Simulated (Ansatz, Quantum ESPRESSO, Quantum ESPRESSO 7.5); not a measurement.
## Evanescent states of LiH, rock salt type, lattice constant set to 4.0 Å

How good a tunnel barrier is LiH, rock salt type, lattice constant set to 4.0 Å?

Calculated with Quantum ESPRESSO 7.5; plane-wave DFT, PBE, PseudoDojo norm-conserving pseudopotentials (cross-check by Ansatz 0.2.0 with PAW datasets).

## (1) Set-up

Symmetry: Fm-3m, No. 225, cubic system. The conventional cell has a = 4.000 Å, b = 4.000 Å, c = 4.000 Å, α = 90.00°, β = 90.00°, γ = 90.00°. Nearest to Li lie 6 H at 2.00 Å. Nearest to H lie 6 Li at 2.00 Å. Farther neighbours are not listed.

## (2) SCF with pw.x

pwcond needs a cell whose third axis lies along the current and stands perpendicular to the other two.

Input file scf.in:

```
&control
  prefix = 'scf'
  outdir = './out'
  pseudo_dir = './pseudo'
  calculation = 'scf'
  tprnfor = .true.
/
&system
  ibrav = 0
  nat = 4
  ntyp = 2
  ecutwfc = 66
  ecutrho = 264
  occupations = 'fixed'
  nbnd = 8
/
&electrons
  conv_thr = 1e-09
  mixing_beta = 0.6
  electron_maxstep = 120
/
ATOMIC_SPECIES
  Li  6.9400  Li.dojo-sr-pbe-0.4.1-standard.upf
  H   1.0080  H.dojo-sr-pbe-0.4.1-standard.upf
CELL_PARAMETERS angstrom
  2.82842712474619 0.00000000000000 0.00000000000000
  0.00000000000000 2.82842712474619 0.00000000000000
  0.00000000000000 0.00000000000000 4.00000000000000
ATOMIC_POSITIONS crystal
  Li  0.000000000000 0.000000000000 0.000000000000
  H   0.500000000000 0.500000000000 0.000000000000
  Li  0.500000000000 0.500000000000 0.500000000000
  H   0.000000000000 0.000000000000 0.500000000000
K_POINTS automatic
  8 8 6 0 0 0
```

On the command line:

```sh
$ OMP_NUM_THREADS=1 mpirun -n 2 pw.x -nk 2 -in scf.in > scf.out
```

Log:

```text
Program PWSCF v.7.5 starts
[citation notice left out]

     Parallel version (MPI & OpenMP), running on       2 processor cores
     Number of MPI processes:                 2
     Threads/MPI process:                     1

     MPI processes distributed on     1 nodes
[...]
Current dimensions of program PWSCF are:
     Max number of different atomic species (ntypx) = 10
     Max number of k-points (npk) =  40000
     Max angular momentum in pseudopotentials (lmaxx) =  4
     Found identity + ( -0.5000 -0.5000 -0.5000) symmetry
     This is a supercell, fractional translations are disabled
     Message from routine setup:
     using ibrav=0 with symmetry is DISCOURAGED, use correct ibrav instead

     K-points division:     npool     =       2
     Subspace diagonalization in iterative solution of the eigenvalue problem:
     a serial algorithm will be used

     G-vector sticks info
     --------------------
     sticks:   dense  smooth     PW     G-vecs:    dense   smooth      PW
     Sum         593     593    185                15679    15679    2725

     Using Slab Decomposition

     bravais-lattice index     =            0
     lattice parameter (alat)  =       5.3450  a.u.
     unit-cell volume          =     215.9467 (a.u.)^3
     number of atoms/cell      =            4
     number of atomic types    =            2
     number of electrons       =         8.00
     number of Kohn-Sham states=            8
     kinetic-energy cutoff     =      66.0000  Ry
     charge density cutoff     =     264.0000  Ry
     scf convergence threshold =      1.0E-09
     mixing beta               =       0.6000
     number of iterations used =            8  plain     mixing
     Exchange-correlation= PBE
                           (   1   4   3   4   0   0   0)

     celldm(1)=   5.344953  celldm(2)=   0.000000  celldm(3)=   0.000000
     celldm(4)=   0.000000  celldm(5)=   0.000000  celldm(6)=   0.000000

     crystal axes: (cart. coord. in units of alat)
               a(1) = (   1.000000   0.000000   0.000000 )
               a(2) = (   0.000000   1.000000   0.000000 )
               a(3) = (   0.000000   0.000000   1.414214 )

     reciprocal axes: (cart. coord. in units 2 pi/alat)
               b(1) = (  1.000000  0.000000  0.000000 )
               b(2) = (  0.000000  1.000000  0.000000 )
               b(3) = (  0.000000  0.000000  0.707107 )

     PseudoPot. # 1 for Li read from file:
     ./pseudo/Li.dojo-sr-pbe-0.4.1-standard.upf
     Pseudo is Norm-conserving, Zval =  3.0
     Generated using ONCVPSP code by D. R. Hamann
     Using radial grid of 1944 points,  4 beta functions with:
                l(1) =   0
                l(2) =   0
                l(3) =   1
                l(4) =   1

     PseudoPot. # 2 for H  read from file:
     ./pseudo/H.dojo-sr-pbe-0.4.1-standard.upf
     Pseudo is Norm-conserving, Zval =  1.0
     Generated using ONCVPSP code by D. R. Hamann
     Using radial grid of 1166 points,  3 beta functions with:
                l(1) =   0
                l(2) =   0
                l(3) =   1

     atomic species   valence    mass     pseudopotential
     Li                3.00     6.94000     Li( 1.00)
     H                 1.00     1.00800     H ( 1.00)

     16 Sym. Ops., with inversion, found

   Cartesian axes

     site n.     atom                  positions (alat units)
         1        Li     tau(   1) = (   0.0000000   0.0000000   0.0000000  )
         2        H      tau(   2) = (   0.5000000   0.5000000   0.0000000  )
         3        Li     tau(   3) = (   0.5000000   0.5000000   0.7071068  )
         4        H      tau(   4) = (   0.0000000   0.0000000   0.7071068  )

     number of k points=    60
                       cart. coord. in units 2pi/alat
        k(    1) = (   0.0000000   0.0000000   0.0000000), wk =   0.0052083
        k(    2) = (   0.0000000   0.0000000   0.1178511), wk =   0.0104167
        k(    3) = (   0.0000000   0.0000000   0.2357023), wk =   0.0104167
        k(    4) = (   0.0000000   0.0000000  -0.3535534), wk =   0.0052083
        k(    5) = (   0.0000000   0.1250000   0.0000000), wk =   0.0208333
        k(    6) = (   0.0000000   0.1250000   0.1178511), wk =   0.0416667
        k(    7) = (   0.0000000   0.1250000   0.2357023), wk =   0.0416667
        k(    8) = (   0.0000000   0.1250000  -0.3535534), wk =   0.0208333
        k(    9) = (   0.0000000   0.2500000   0.0000000), wk =   0.0208333
        k(   10) = (   0.0000000   0.2500000   0.1178511), wk =   0.0416667
[...]
k(   60) = (  -0.5000000  -0.5000000  -0.3535534), wk =   0.0052083

     Dense  grid:    15679 G-vectors     FFT dimensions: (  27,  27,  40)

     Estimated max dynamical RAM per process >      18.89 MB

     Estimated total dynamical RAM >      33.95 MB

     Initial potential from superposition of free atoms

     starting charge       7.9909, renormalised to       8.0000
     Starting wfcs are    6 randomized atomic wfcs +    2 random wfcs

     total cpu time spent up to now is        0.4 secs

     per-process dynamical memory:    19.1 Mb

     Self-consistent Calculation

     iteration #  1     ecut=    66.00 Ry     beta= 0.60
     Davidson diagonalization with overlap
     ethr =  1.00E-02,  avg # of iterations =  6.0

     total cpu time spent up to now is        1.3 secs

     total energy              =     -31.26540711 Ry
     estimated scf accuracy    <       0.10286532 Ry

     iteration #  2     ecut=    66.00 Ry     beta= 0.60
[...]
total energy              =     -31.27093131 Ry
     estimated scf accuracy    <       0.00376491 Ry

     iteration #  3     ecut=    66.00 Ry     beta= 0.60
[...]
total energy              =     -31.27147123 Ry
     estimated scf accuracy    <       0.00003866 Ry

     iteration #  4     ecut=    66.00 Ry     beta= 0.60
[...]
total energy              =     -31.27147857 Ry
     estimated scf accuracy    <       0.00000089 Ry

     iteration #  5     ecut=    66.00 Ry     beta= 0.60
[...]
total energy              =     -31.27147869 Ry
     estimated scf accuracy    <       0.00000001 Ry

     iteration #  6     ecut=    66.00 Ry     beta= 0.60
[...]
End of self-consistent calculation

          k = 0.0000 0.0000 0.0000 (  1923 PWs)   bands (ev):

   -43.5746 -43.5131  -4.7856   0.6730   3.6570  11.5254  11.5254  14.7082

          k = 0.0000 0.0000 0.1179 (  1943 PWs)   bands (ev):

   -43.5705 -43.5172  -4.6201  -0.4608   5.2318  11.7757  11.7757  14.9684

          k = 0.0000 0.0000 0.2357 (  1968 PWs)   bands (ev):

   -43.5591 -43.5286  -4.1153  -2.0132   8.0487  12.5231  12.5231  13.9312

          k = 0.0000 0.0000-0.3536 (  1964 PWs)   bands (ev):

   -43.5438 -43.5437  -3.2509  -3.2509  11.1464  11.1464  13.7540  13.7540

          k = 0.0000 0.1250 0.0000 (  1920 PWs)   bands (ev):

   -43.5700 -43.5128  -4.6007   0.5826   3.9455   9.8439  11.8111  15.5209

          k = 0.0000 0.1250 0.1179 (  1946 PWs)   bands (ev):

   -43.5662 -43.5168  -4.4390  -0.4275   5.3426  10.1385  12.0608  14.1481

[...]
highest occupied, lowest unoccupied level (ev):     0.6730    3.6568

!    total energy              =     -31.27147869 Ry
     estimated scf accuracy    <          7.0E-11 Ry

     The total energy is the sum of the following terms:
     one-electron contribution =     -15.65356223 Ry
     hartree contribution      =       6.48495106 Ry
     xc contribution           =      -8.24185947 Ry
     ewald contribution        =     -13.86100805 Ry

     convergence has been achieved in   6 iterations

     Forces acting on atoms (cartesian axes, Ry/au):

     atom    1 type  1   force =     0.00000000    0.00000000    0.00000000
     atom    2 type  2   force =     0.00000000    0.00000000    0.00000000
     atom    3 type  1   force =     0.00000000    0.00000000    0.00000000
     atom    4 type  2   force =     0.00000000    0.00000000    0.00000000

     Total force =     0.000000     Total SCF correction =     0.000000

[...]
=------------------------------------------------------------------------------=
   JOB DONE.
=------------------------------------------------------------------------------=
```

Run time: 4.6 s. Hardware: 2 MPI ranks of Arm Neoverse V1, shared host; peak memory 0.11 GiB; 9.1 s of CPU time.

Read from the output:

| Item | Value |
| --- | --- |
| free energy | -425.4701 eV |
| valence top, on the run's zero | 0.6730 eV |
| conduction bottom, on the run's zero | 3.657 eV |
| gap by band count | 2.984 eV |

The run needed 6 iterations to bring the estimated error under 1e-09 Ry.

[end of part 1 of 4]

[Logs are printed without paths, hosts, clocks, repeated set-up lines and the standing remarks that a program may print on its own settings, such as how far it seeks lower states.]

[Hosts, paths, dates, database ids (printed as entryN), source tags and the programs' standing remarks are cut or masked in the printed files.]

[Maps of the electrostatic potential energy from Ansatz leave out the sawtooth potential of an applied field or a dipole correction, so their vacuum need not be flat; planar profiles and work functions include it.]
